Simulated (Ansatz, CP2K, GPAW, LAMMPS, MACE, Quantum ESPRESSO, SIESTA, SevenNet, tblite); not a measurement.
**A faulty GPAW run on amorphous 43Bi2O3-57BaO (mol %) (99 atoms)**

Program: GPAW 26.7.0, a calculation on a cell of 26 Bi, 17 Ba and 56 O, 15.3 Å³ an atom.

The input, run.py:

```python
import numpy as np
from ase.io import read
from gpaw import GPAW, FermiDirac

atoms = read("structure.xyz")
atoms.calc = GPAW(
    mode="lcao",
    basis="dzp",
    h=0.45,
    xc="PBE",
    kpts={"size": (1, 1, 1), "gamma": True},
    occupations=FermiDirac(0.05),
    maxiter=60,
    symmetry={"point_group": False},
    txt="gpaw.txt",
)
energy = atoms.get_potential_energy(force_consistent=True)
forces = atoms.get_forces()
print(f"energy {energy:.6f} eV")
print("forces (eV/A)")
for i, (a, f) in enumerate(zip(atoms, forces)):
    print(f"{i:4d} {a.symbol:2s} {f[0]:10.5f} {f[1]:10.5f} {f[2]:10.5f}")
print(f"Fermi level {atoms.calc.get_fermi_level():.4f} eV")
for k in range(len(atoms.calc.get_ibz_k_points())):
    for s in range(atoms.calc.get_number_of_spins()):
        e = atoms.calc.get_eigenvalues(kpt=k, spin=s)
        n = np.searchsorted(e, atoms.calc.get_fermi_level())
        print(f"k {k} spin {s} levels about the Fermi level:", np.round(e[max(n - 6, 0):n], 4).tolist(), "|", np.round(e[n:n + 6], 4).tolist())
```

The input, structure.xyz:

```xyz
99
Lattice="11.48663 0.00000 0.00000 0.00000 11.48663 0.00000 0.00000 0.00000 11.48663" Properties=species:S:1:pos:R:3 pbc="T T T"
Bi 0.14025 6.94551 6.14420
Bi 8.95153 6.06161 9.76938
Bi 0.77075 9.99314 4.62142
Bi 5.93020 3.51939 8.79474
Bi 3.68020 3.43129 2.87924
Bi 3.54615 8.49207 6.26240
Bi 2.96458 2.36831 9.91939
Bi 8.32091 3.28472 2.63159
Bi 10.04219 8.54387 8.37835
Bi 5.44960 11.47675 8.27037
[... 85 atom lines left out ...]
O 5.84853 3.72615 2.37854
O 1.61514 3.39395 6.30903
O 7.11562 1.38288 3.46816
O 2.34948 4.60671 9.34380
```

Run with:

```bash
$ OMP_NUM_THREADS=1 python run.py > output.txt
```

Output:

```text
energy -216.620408 eV
forces (eV/A)
   0 Bi    3.55683    1.68343   -1.32188
   1 Bi   -1.88007   -2.76326    2.31306
   2 Bi   -2.90249   -2.31236   -2.29901
   3 Bi    1.38264    1.66460    1.03526
   4 Bi   -2.73566    0.04047    1.83970
   5 Bi    0.06605   -2.64073    1.54854
   6 Bi    3.46025   -1.25668   -3.91699
   7 Bi    6.08945   -1.86264    0.34860
   8 Bi   -0.48997    0.43703   -0.02611
   9 Bi    2.31611   -1.44394    0.58210
  10 Bi    0.20045   -2.48051    1.89429
  11 Bi   -0.49225    3.64414    1.26054
  12 Bi   -4.13167    1.07731    0.10251
  13 Bi    2.36982    0.57983   -3.33904
  14 Bi    1.62571    3.26106    1.09242
  15 Bi    3.36242   -1.93519   -3.09338
  16 Bi    2.60765    2.89589   -4.86907
  17 Bi    0.54948   -3.31771   -1.08052
  18 Bi    1.00062   -0.14646    4.09029
  19 Bi   -0.14959   -2.29241    2.55678
  20 Bi   -3.30880    0.49584    3.33539
  21 Bi    2.02924    1.32949   -1.58499
  22 Bi   -1.96561   -1.39296   -0.36945
  23 Bi    3.09740   -2.64101    1.96377
[...]
91 O  -129.46701 -139.81465 -153.58946
  92 O   235.05778  -88.91150 -133.29239
  93 O  -168.73658  194.58522  -32.63550
  94 O   -89.75943  153.43407   30.12744
  95 O   242.89417 -245.22203  -73.94805
  96 O  -110.07303  172.22659  218.73887
  97 O  -266.43752 -239.20707  201.16839
  98 O  -148.74483  166.43044   51.85227
Fermi level 11.2166 eV
k 0 spin 0 levels about the Fermi level: [10.8003, 10.8793, 10.941, 11.0061, 11.1174, 11.19] | [11.273, 11.3022, 11.3276, 11.4388, 11.5056, 11.5871]
```

gpaw.txt:

```text
Input parameters:
  mode=LCAO(),
  basis={'default': 'dzp'},
  h=0.45,
  kpts=MonkhorstPack(size=(1, 1, 1), gamma=True),
  maxiter=60,
  occupations=Occupations(name='fermi-dirac', width=0.05, fixmagmom=False),
  symmetry=Symmetry(point_group=False),
  xc=XC(name='PBE')
Unit cell  # Å
| periodic |         x |         y |         z |   lengths |    angles |
|----------|-----------|-----------|-----------|-----------|-----------|
|      yes | 11.486630 |  0.000000 |  0.000000 | 11.486630 | 90.000000 |
[... lines left out ...]
  Fermi-Dirac:
[... lines left out ...]
convergence criteria:
- Maximum [total energy] change in last 3 cyles: 0.0005 eV / valence electron
[... lines left out ...]
Converged in 20 steps
SCF loop duration: 148.095 s (7.405 s/step)
Energy contributions relative to reference atoms: (reference = -19082069.008319)
Energy contributions:
  Kinetic:        1619.066081
  Coulomb:       -1848.691079
  Zero:            799.525017
  External:          0.000000
  Xc:             -786.266687
  Entropy:          -0.253741
  Spinorbit:         0.000000
  ----------------------------
  Free energy:    -216.620408
  Extrapolated:   -216.493538
dipole moment: (-72.998572, 52.121661, 178.535666)  # |e|*Ang
Fermi level: 11.217
Eigenvalues  # (at kpt = [0.000, 0.000, 0.000])
| band index |      eig [eV] | occ [0-2] |
|------------|---------------|-----------|
|          0 |       -18.447 |     2.000 |
|        ... |               |           |
|        440 |        10.625 |     2.000 |
|        441 |        10.728 |     2.000 |
[...]
|        455 |        11.806 |     0.000 |
|        ... |               |           |
|        541 |        15.828 |     0.000 |
Gap: 0.083 eV
Transition (v -> c):
  (s=0, k=0, n=447, [0.00, 0.00, 0.00]) -> (s=0, k=0, n=448, [0.00, 0.00, 0.00])
No difference between direct/indirect transitions
Force computation time: 15.593  # s
timing:  # [seconds]
  Total:  174.599  # ━━━━━━━━━━━━━━━━━━━━━━━━━━━━━━━━━━━━━━━━━━━━━━━━━━━━━━━━
  Init:    10.881  # ━━━╸
  SCF:    148.095  # ━━━━━━━━━━━━━━━━━━━━━━━━━━━━━━━━━━━━━━━━━━━━━━━╸
  Forces:  15.593  # ━━━━━
```

Elapsed: 2.9 min, on 1 thread of Arm Neoverse V2, shared host; peak memory 0.7 GiB.

Banners, paths, timers and routine set-up lines are dropped from the logs unmarked, and long logs keep their key lines alone; longer cuts are marked.

Against a plane-wave PBE reference and this program's sound run:

* r.m.s. difference of force components: 117800 meV/Å
* longest difference of force vectors: 500900 meV/Å
* force difference over r.m.s. force: 16940 %
* slope of forces against the reference's: 16.9
* energy less the same-level run's: 3004 meV/atom
* r.m.s. force difference from the same-level run: 117800 meV/Å

Why should this run not be trusted?

A grid far too coarse: grid spacing 0.45 Å. The sound run has grid spacing 0.18 Å.

The run converged all the same, so the exit status doesn't show the fault.

[Also dropped from logs without a mark: logging warnings of Python, and SIESTA's first energy breakdown and zero terms.]

[Logs are printed without paths, hosts, clocks, repeated set-up lines and the standing remarks that a program may print on its own settings, such as how far it seeks lower states.]

[Hosts, paths, dates, database ids (printed as entryN), source tags and the programs' standing remarks are cut or masked in the printed files.]
